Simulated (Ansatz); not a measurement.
# Cs on Pt(111): change of the work function, part 2 of 3

Aim: the work function of Pt(111) at several coverages of Cs (fcc site), and the dipole that each adsorbate carries.

Ansatz 0.2.0; plane-wave DFT, PBE, Ansatz PAW.

So far, work function, upper face (eV): step 2 (the clean slab) 5.70.

### Step 3. Adsorbate added, k-mesh 4×4×1, coverage 0.111 ML

System of this step: Cs/Pt(111). The cell holds 37 atoms: 36 Pt and 1 Cs. Cell: a = 8.316 Å, b = 8.316 Å, c = 28.477 Å, α = 90.0°, β = 90.0°, γ = 60.0°. Vacuum lies along c.

The clean slab as it ended is repeated in the plane and the adsorbate is set on one face; the cell's size fixes the coverage, and the k-mesh shrinks with it to keep the sampling density about even. Adsorbate and upper layers relax, since the dipole depends on the height.

The input, input.yaml:

```yaml
crystal:
  lattice:
    - [8.3155757468, 1.0e-10, 0.0]
    - [4.1577878733, 7.2014998438, 0.0]
    - [0.0, 0.0, 28.4773738623]
  atoms:
    - { symbol: Pt, position: [0.0, 0.0, 0.316040378] }
    - { symbol: Pt, position: [0.1111111111, 0.1111111111, 0.3955144569] }
    - { symbol: Pt, position: [0.2222222222, 0.2222222222, 0.4765176955] }
    - { symbol: Pt, position: [0.0, 0.0, 0.5585309086] }
    - { symbol: Pt, position: [0.0, 0.3333333333, 0.316040378] }
    - { symbol: Pt, position: [0.1111111111, 0.4444444444, 0.3955144569] }
    - { symbol: Pt, position: [0.2222222222, 0.5555555556, 0.4765176955] }
    - { symbol: Pt, position: [0.0, 0.3333333333, 0.5585309086] }
    - { symbol: Pt, position: [0.0, 0.6666666667, 0.316040378] }
    - { symbol: Pt, position: [0.1111111111, 0.7777777778, 0.3955144569] }
    - { symbol: Pt, position: [0.2222222222, 0.8888888889, 0.4765176955] }
    - { symbol: Pt, position: [0.0, 0.6666666667, 0.5585309086] }
    - { symbol: Pt, position: [0.3333333333, 0.0, 0.316040378] }
    - { symbol: Pt, position: [0.4444444444, 0.1111111111, 0.3955144569] }
    - { symbol: Pt, position: [0.5555555556, 0.2222222222, 0.4765176955] }
    - { symbol: Pt, position: [0.3333333333, 0.0, 0.5585309086] }
    - { symbol: Pt, position: [0.3333333333, 0.3333333333, 0.316040378] }
    - { symbol: Pt, position: [0.4444444444, 0.4444444444, 0.3955144569] }
    - { symbol: Pt, position: [0.5555555556, 0.5555555556, 0.4765176955] }
    - { symbol: Pt, position: [0.3333333333, 0.3333333333, 0.5585309086] }
    - { symbol: Pt, position: [0.3333333333, 0.6666666667, 0.316040378] }
    - { symbol: Pt, position: [0.4444444444, 0.7777777778, 0.3955144569] }
    - { symbol: Pt, position: [0.5555555556, 0.8888888889, 0.4765176955] }
    - { symbol: Pt, position: [0.3333333333, 0.6666666667, 0.5585309086] }
    - { symbol: Pt, position: [0.6666666667, 0.0, 0.316040378] }
    - { symbol: Pt, position: [0.7777777778, 0.1111111111, 0.3955144569] }
    - { symbol: Pt, position: [0.8888888889, 0.2222222222, 0.4765176955] }
    - { symbol: Pt, position: [0.6666666667, 0.0, 0.5585309086] }
    - { symbol: Pt, position: [0.6666666667, 0.3333333333, 0.316040378] }
    - { symbol: Pt, position: [0.7777777778, 0.4444444444, 0.3955144569] }
    - { symbol: Pt, position: [0.8888888889, 0.5555555556, 0.4765176955] }
    - { symbol: Pt, position: [0.6666666667, 0.3333333333, 0.5585309086] }
    - { symbol: Pt, position: [0.6666666667, 0.6666666667, 0.316040378] }
    - { symbol: Pt, position: [0.7777777778, 0.7777777778, 0.3955144569] }
    - { symbol: Pt, position: [0.8888888889, 0.8888888889, 0.4765176955] }
    - { symbol: Pt, position: [0.6666666667, 0.6666666667, 0.5585309086] }
    - { symbol: Cs, position: [0.1111111111, 0.1111111111, 0.683959622] }
kpoints:
  mp_grid: { grid: [4, 4, 1] }
hamiltonian:
  xc: pbe
scf:
  occupations: { method: fermi_dirac, width: 0.1 }
  convergence: { dr2_threshold: 1.0e-08 }
efield:
  axis: 3
  dipole_correction: true
  ramp_position: 0.97
  ramp_width: 0.06
relax:
  f_tol: 0.02
  max_steps: 60
  constraints:
    - { sites: [0, 1, 4, 5, 8, 9, 12, 13, 16, 17, 20, 21, 24, 25, 28, 29, 32, 33] }
output:
  write_potential: true
  write_density: true
  volumetric_format: npy
```

The run is started by

```bash
> ansatz run input.yaml --threads 4 --pin off --max-ram 16384MiB --backend cpu --events-out ev --progress --plain --runs-dir out
```

Numbers of over 12 decimals in the logs are rounded to 6 here.

Log:

```text
[...]
Crystal: 37 atoms, lattice volume = 1705.357 Å³
Basis set: ecut = 420 eV, 33263 PW (Γ), exchange–correlation on 120×120×384 points (8 copies of the dense FFT grid, shifted against one another)
Bands: 395, of which v1, the nominal top of the filled ones, is band 329 counted from 1 (328 counted from 0)
Symmetry: 6 space group operations
[...]
k-points: 4 of 16 (time reversal used)
[...]
SCF iter   1: F=—  HF=-456491.921045 eV  |F-HF|=—  |Δ(HF+E_count)|=         —  Δρ=7.02e-3  dr2=9.88e0  ethr=1.77e-3  p=1.478 e·Å  D=1.57e-1 V/Å  ΔV_dip=-4.46 eV  dr2_dipole=1.86e0  V_vac-E_F(+/−)=0.71/5.17 eV  ⟨swp⟩=7.0  Hψ=6354  notcnv=0  defer=81
[...]
SCF iter  13: F=-456491.800029 eV  HF=-456491.800029 eV  |F-HF|=1.16e-9  |Δ(HF+E_count)|=   2.77e-8  Δρ=2.67e-7  dr2=2.74e-9  ethr=1.52e-12  p=1.450 e·Å  D=1.54e-1 V/Å  ΔV_dip=-4.38 eV  dr2_dipole=2.74e-12  V_vac-E_F(+/−)=1.27/5.65 eV  ⟨swp⟩=8.2  Hψ=9211  notcnv=0
SCF 1 converged in 13 iterations: F = -456491.800029 eV  dr2 = 2.74e-9
[...]
relax step   1: F+E_penalty+E_count = -456491.80002856 eV  Δ(F+E_penalty+E_count) = +0.000e0 eV  max|allowed force component| = 9.724e-1 eV/Å  Δτ_max = 0.0000 Å  (13 SCF iters, accepted)
[...]
SCF iter  11: F=-456491.948945 eV  HF=-456491.948945 eV  |F-HF|=1.86e-9  |Δ(HF+E_count)|=   1.89e-8  Δρ=3.48e-7  dr2=5.46e-9  ethr=1.52e-12  p=1.352 e·Å  D=1.43e-1 V/Å  ΔV_dip=-4.09 eV  dr2_dipole=1.85e-12  V_vac-E_F(+/−)=1.56/5.65 eV  ⟨swp⟩=8.5  Hψ=9324  notcnv=0
SCF 2 converged in 11 iterations: F = -456491.948945 eV  dr2 = 5.46e-9
[...]
relax step   2: F+E_penalty+E_count = -456491.94894488 eV  Δ(F+E_penalty+E_count) = -1.489e-1 eV  max|allowed force component| = 7.992e-1 eV/Å  Δτ_max = 0.1582 Å  (11 SCF iters, accepted)
SCF iter   1: F=—  HF=-456492.091497 eV  |F-HF|=—  |Δ(HF+E_count)|=         —  Δρ=1.36e-3  dr2=1.20e-1  ethr=4.95e-4  p=1.352 e·Å  D=1.43e-1 V/Å  ΔV_dip=-4.09 eV  dr2_dipole=4.00e-2  V_vac-E_F(+/−)=1.57/5.65 eV  ⟨swp⟩=4.2  Hψ=3381  notcnv=0  defer=110
[...]
SCF iter  11: F=-456492.081880 eV  HF=-456492.081880 eV  |F-HF|=1.05e-9  |Δ(HF+E_count)|=   3.43e-8  Δρ=3.50e-7  dr2=7.47e-9  ethr=1.52e-12  p=1.219 e·Å  D=1.29e-1 V/Å  ΔV_dip=-3.68 eV  dr2_dipole=3.83e-11  V_vac-E_F(+/−)=1.97/5.65 eV  ⟨swp⟩=9.2  Hψ=10524  notcnv=0
SCF 3 converged in 11 iterations: F = -456492.081880 eV  dr2 = 7.47e-9
relax step   3: F+E_penalty+E_count = -456492.08188050 eV  Δ(F+E_penalty+E_count) = -1.329e-1 eV  max|allowed force component| = 4.450e-1 eV/Å  Δτ_max = 0.1950 Å  (11 SCF iters, accepted)
[...]
relax step   4: F+E_penalty+E_count = -456492.12437511 eV  Δ(F+E_penalty+E_count) = -4.249e-2 eV  max|allowed force component| = 5.365e-2 eV/Å  Δτ_max = 0.1950 Å  (11 SCF iters, accepted)
SCF iter   1: F=—  HF=-456492.127848 eV  |F-HF|=—  |Δ(HF+E_count)|=         —  Δρ=6.01e-4  dr2=2.04e-2  ethr=5.58e-6  p=1.092 e·Å  D=1.16e-1 V/Å  ΔV_dip=-3.30 eV  dr2_dipole=6.52e-3  V_vac-E_F(+/−)=2.35/5.65 eV  ⟨swp⟩=2.5  Hψ=2797  notcnv=0  defer=137
[...]
SCF iter   9: F=-456492.125418 eV  HF=-456492.125418 eV  |F-HF|=2.33e-8  |Δ(HF+E_count)|=   5.95e-8  Δρ=5.12e-7  dr2=8.53e-9  ethr=1.52e-12  p=1.103 e·Å  D=1.17e-1 V/Å  ΔV_dip=-3.33 eV  dr2_dipole=7.69e-11  V_vac-E_F(+/−)=2.32/5.65 eV  ⟨swp⟩=8.0  Hψ=11317  notcnv=0
SCF 5 converged in 9 iterations: F = -456492.125418 eV  dr2 = 8.53e-9
relax step   5: F+E_penalty+E_count = -456492.12541765 eV  Δ(F+E_penalty+E_count) = -1.043e-3 eV  max|allowed force component| = 1.665e-2 eV/Å  Δτ_max = 0.0151 Å  (9 SCF iters, accepted)
NSCF: frozen V_eff on 4 k-points
[...]
WARN: The input density's exchange-correlation potential varies sharply where the density is thin. Do not read a vacuum level from v_tot or v_xc, or from such a field of the output density. On a cell that repeats whose density bears no net charge and no dipole along the vacuum's axis use v_es (v_loc + v_h of the components); under efield.dipole_correction with no amplitude use v_es + v_field, which holds any external [...]
SCF converged after 9 iterations
Free energy (F): -456492.125418 eV
[...]
Internal energy: -456490.199504 eV  (E = F + TS)
E sigma→0 (E₀):  -456491.162461 eV
Entropy (-TS):   -1.925914 eV (-52.052 meV/atom)
Fermi energy:    4.992061 eV
Dipole field:    D = 0.117075 V/Å  (p = 1.103362 e·Å, saw-weighted, corrected)
Work function:   Φ+ = 2.3153 eV   Φ− = 5.6493 eV
[...]
--- Forces (eV/Å), atoms counted from 1 ---
  atom   1  Pt     0.00680978     0.00393163    -0.48213963
  atom   2  Pt     0.00000000     0.00000000     0.48799375
  atom   3  Pt    -0.00411671    -0.00237678    -0.00658288
  atom   4  Pt     0.00137753     0.00079532     0.01664764
  atom   5  Pt     0.00000000    -0.00786325    -0.48213963
  atom   6  Pt     0.01658736     0.00947877     0.47709039
  atom   7  Pt     0.00337902    -0.00195088    -0.01133267
  atom   8  Pt     0.00000000    -0.00159064     0.01664764
  atom   9  Pt    -0.00093601     0.00054040    -0.47763634
  atom  10  Pt     0.00008482    -0.01910446     0.47709039
  atom  11  Pt    -0.00000000     0.00475356    -0.00658288
  atom  12  Pt    -0.00161310     0.00093132     0.01125651
  atom  13  Pt    -0.00680978     0.00393163    -0.48213963
  atom  14  Pt     0.01650254     0.00962568     0.47709039
  atom  15  Pt    -0.00000000     0.00390176    -0.01133267
  atom  16  Pt    -0.00137753     0.00079532     0.01664764
  atom  17  Pt     0.00000599     0.00000346    -0.47609181
  atom  18  Pt     0.00000000     0.00000000     0.52642748
  atom  19  Pt    -0.00337902    -0.00195088    -0.01133267
  atom  20  Pt    -0.00013682    -0.00007899     0.01018253
  atom  21  Pt     0.00000000    -0.00000691    -0.47609181
  atom  22  Pt    -0.00008482    -0.01910446     0.47709039
  atom  23  Pt    -0.01353792     0.00781612     0.00089799
  atom  24  Pt    -0.00000000     0.00015799     0.01018253
  atom  25  Pt     0.00000000    -0.00108081    -0.47763634
  atom  26  Pt    -0.01650254     0.00962568     0.47709039
  atom  27  Pt     0.00411671    -0.00237678    -0.00658288
  atom  28  Pt     0.00000000    -0.00186265     0.01125651
  atom  29  Pt    -0.00000599     0.00000346    -0.47609181
  atom  30  Pt    -0.01658736     0.00947877     0.47709039
  atom  31  Pt     0.00000000    -0.01563224     0.00089799
  atom  32  Pt     0.00013682    -0.00007899     0.01018253
  atom  33  Pt     0.00093601     0.00054040    -0.47763634
  atom  34  Pt     0.00000000     0.00000000     0.37811562
  atom  35  Pt     0.01353792     0.00781612     0.00089799
  atom  36  Pt     0.00161310     0.00093132     0.01125651
  atom  37  Cs    -0.00000000    -0.00000000    -0.01066102
  max |Σ_I F_I| component: 2.22e-5 eV/Å
--- Band table (eV) ---
  k-point 0: bands = [... 325 lower, 4.6289, 4.6289, 4.6382, 4.6382, 4.6433, 4.6477, 4.6477, 4.6935, ... 62 higher]
  k-point 1: bands = [... 325 lower, 4.8564, 4.8640, 4.8650, 4.8863, 4.9643, 5.0094, 5.0605, 5.0606, ... 62 higher]
  k-point 2: bands = [... 325 lower, 4.9856, 4.9872, 4.9885, 4.9962, 4.9974, 5.1675, 5.2916, 5.2940, ... 62 higher]
  k-point 3: bands = [... 325 lower, 4.8739, 5.0189, 5.0860, 5.0891, 5.1161, 5.1197, 5.1473, 5.1527, ... 62 higher]
--- Relaxed structure (5 steps of the walk, 5 accepted, 0 SCFs on fresh bases) ---
  F+E_penalty+E_count = -456492.12541765 eV   max|allowed force component| = 1.665e-2 eV/Å
  atoms:
    - { symbol: Pt, position: [1.1111113280699718e-11, 1.111111328069972e-11, 0.316040378] }
    - { symbol: Pt, position: [0.111111, 0.111111, 0.3955144569] }
    - { symbol: Pt, position: [0.222381, 0.222381, 0.476572] }
    - { symbol: Pt, position: [-0.000605318, -0.000605318, 0.558491] }
    - { symbol: Pt, position: [1.1111139786024182e-11, 0.333333, 0.316040378] }
    - { symbol: Pt, position: [0.111111, 0.444444, 0.3955144569] }
    - { symbol: Pt, position: [0.222311, 0.555511, 0.476870] }
    - { symbol: Pt, position: [-0.000605318, 0.334544, 0.558491] }
    - { symbol: Pt, position: [-2.222211303859467e-11, 0.666667, 0.316040378] }
    - { symbol: Pt, position: [0.111111, 0.777778, 0.3955144569] }
    - { symbol: Pt, position: [0.222381, 0.888570, 0.476572] }
    - { symbol: Pt, position: [-7.267752748146838e-5, 0.666703, 0.559030] }
    - { symbol: Pt, position: [0.333333, 1.1111113280699718e-11, 0.316040378] }
    - { symbol: Pt, position: [0.444444, 0.111111, 0.3955144569] }
    - { symbol: Pt, position: [0.555511, 0.222311, 0.476870] }
    - { symbol: Pt, position: [0.334544, -0.000605318, 0.558491] }
    - { symbol: Pt, position: [0.333333, 0.333333, 0.316040378] }
    - { symbol: Pt, position: [0.444444, 0.444444, 0.3955144569] }
    - { symbol: Pt, position: [0.555511, 0.555511, 0.476870] }
    - { symbol: Pt, position: [0.333435, 0.333435, 0.559322] }
    - { symbol: Pt, position: [0.333333, 0.666667, 0.316040378] }
    - { symbol: Pt, position: [0.444444, 0.777778, 0.3955144569] }
    - { symbol: Pt, position: [0.556191, 0.888571, 0.476451] }
    - { symbol: Pt, position: [0.333435, 0.666463, 0.559322] }
    - { symbol: Pt, position: [0.666667, -2.22222043069289e-11, 0.316040378] }
    - { symbol: Pt, position: [0.777778, 0.111111, 0.3955144569] }
    - { symbol: Pt, position: [0.888570, 0.222381, 0.476572] }
    - { symbol: Pt, position: [0.666703, -7.267752748155572e-5, 0.559030] }
    - { symbol: Pt, position: [0.666667, 0.333333, 0.316040378] }
    - { symbol: Pt, position: [0.777778, 0.444444, 0.3955144569] }
    - { symbol: Pt, position: [0.888571, 0.556191, 0.476451] }
    - { symbol: Pt, position: [0.666463, 0.333435, 0.559322] }
    - { symbol: Pt, position: [0.666667, 0.666667, 0.316040378] }
    - { symbol: Pt, position: [0.777778, 0.777778, 0.3955144569] }
    - { symbol: Pt, position: [0.888571, 0.888571, 0.476451] }
    - { symbol: Pt, position: [0.666703, 0.666703, 0.559030] }
    - { symbol: Cs, position: [0.111111, 0.111111, 0.664899] }
```

Wall time 11 min (4 threads of Arm Neoverse V2, shared host); peak memory 11 GiB; 32 min of CPU time.

The steps of the relaxation:

```tsv
step	energy less that of the first step (eV)	largest force component (eV/Å)
1	0.0000	0.9724
2	-0.1489	0.7992
3	-0.2819	0.4450
4	-0.3243	0.0536
5	-0.3254	0.0166
```

The run keeps the 6 symmetry operations that it works with, so distortions that break them were not tested.

The atoms that moved most (Å):

```tsv
atom	dx	dy	dz	length
Cs37	0.000	0.000	-0.543	0.543
Pt24	0.000	-0.001	0.023	0.023
Pt20	0.001	0.001	0.023	0.023
Pt32	-0.001	0.001	0.023	0.023
Pt28	0.000	-0.001	0.014	0.014
Pt36	0.000	0.000	0.014	0.014
Pt12	0.000	0.000	0.014	0.014
Pt7	0.001	0.000	0.010	0.010
```

Final coordinates:

```xyz
37
Lattice="8.3156 0.0000 0.0000 4.1578 7.2015 0.0000 0.0000 0.0000 28.4774" Properties=species:S:1:pos:R:3
Pt    0.0000    0.0000    9.0000
Pt    1.3859    0.8002   11.2632
Pt    2.7738    1.6015   13.5715
Pt   -0.0076   -0.0044   15.9043
Pt    1.3859    2.4005    9.0000
Pt    2.7719    3.2007   11.2632
Pt    4.1583    4.0005   13.5800
Pt    1.3859    2.4092   15.9043
Pt    2.7719    4.8010    9.0000
Pt    4.1578    5.6012   11.2632
Pt    5.5437    6.3990   13.5715
Pt    2.7714    4.8013   15.9197
Pt    2.7719    0.0000    9.0000
Pt    4.1578    0.8002   11.2632
Pt    5.5437    1.6010   13.5800
Pt    2.7794   -0.0044   15.9043
Pt    4.1578    2.4005    9.0000
Pt    5.5437    3.2007   11.2632
Pt    6.9291    4.0005   13.5800
Pt    4.1591    2.4012   15.9280
Pt    5.5437    4.8010    9.0000
Pt    6.9296    5.6012   11.2632
Pt    8.3195    6.3990   13.5681
Pt    5.5437    4.7995   15.9280
Pt    5.5437    0.0000    9.0000
Pt    6.9296    0.8002   11.2632
Pt    8.3136    1.6015   13.5715
Pt    5.5437   -0.0005   15.9197
Pt    6.9296    2.4005    9.0000
Pt    8.3156    3.2007   11.2632
Pt    9.7015    4.0054   13.5681
Pt    6.9284    2.4012   15.9280
Pt    8.3156    4.8010    9.0000
Pt    9.7015    5.6012   11.2632
Pt   11.0835    6.3990   13.5681
Pt    8.3160    4.8013   15.9197
Cs    1.3859    0.8002   18.9346
```

Numbers from this step:

- energy at zero smearing: -456491.1625 eV
- work function, upper face: 2.315 eV
- work function, lower face: 5.649 eV
- dipole along the normal: 1.103 e·Å
- step between the vacuum levels: -3.334 eV

Running mean over 2.263 Å of the planar mean; the ramp of the sawtooth is left out. Electron's electrostatic potential energy less the Fermi level against z:

```tsv
z (Å)	electron's electrostatic potential energy less the Fermi level (eV)
4	5.65
5	5.65
6	5.59
7	4.57
8	-4.99
9	-11.6
10	-12.1
11	-12.2
12	-11.8
13	-11.9
14	-11.8
15	-11.1
16	-11.4
17	-4.46
18	2.44
19	1.61
20	1.66
21	2.22
22	2.31
23	2.31
24	2.32
25	2.32
```

The relaxation took 5 steps and lowered the energy by 0.33 eV; the largest force on the free atoms ends at 0.017 eV/Å.

The covered face has 2.32 eV, -3.39 eV against the clean one; the bare back face has moved by -0.02 eV, a measure of how thin the slab is.

(Continued in part 3 of 3.)

[Logs are printed without paths, hosts, clocks, repeated set-up lines and the standing remarks that a program may print on its own settings, such as how far it seeks lower states.]

[Hosts, paths, dates, database ids (printed as entryN), source tags and the programs' standing remarks are cut or masked in the printed files.]

[Maps of the electrostatic potential energy from Ansatz leave out the sawtooth potential of an applied field or a dipole correction, so their vacuum need not be flat; planar profiles and work functions include it.]
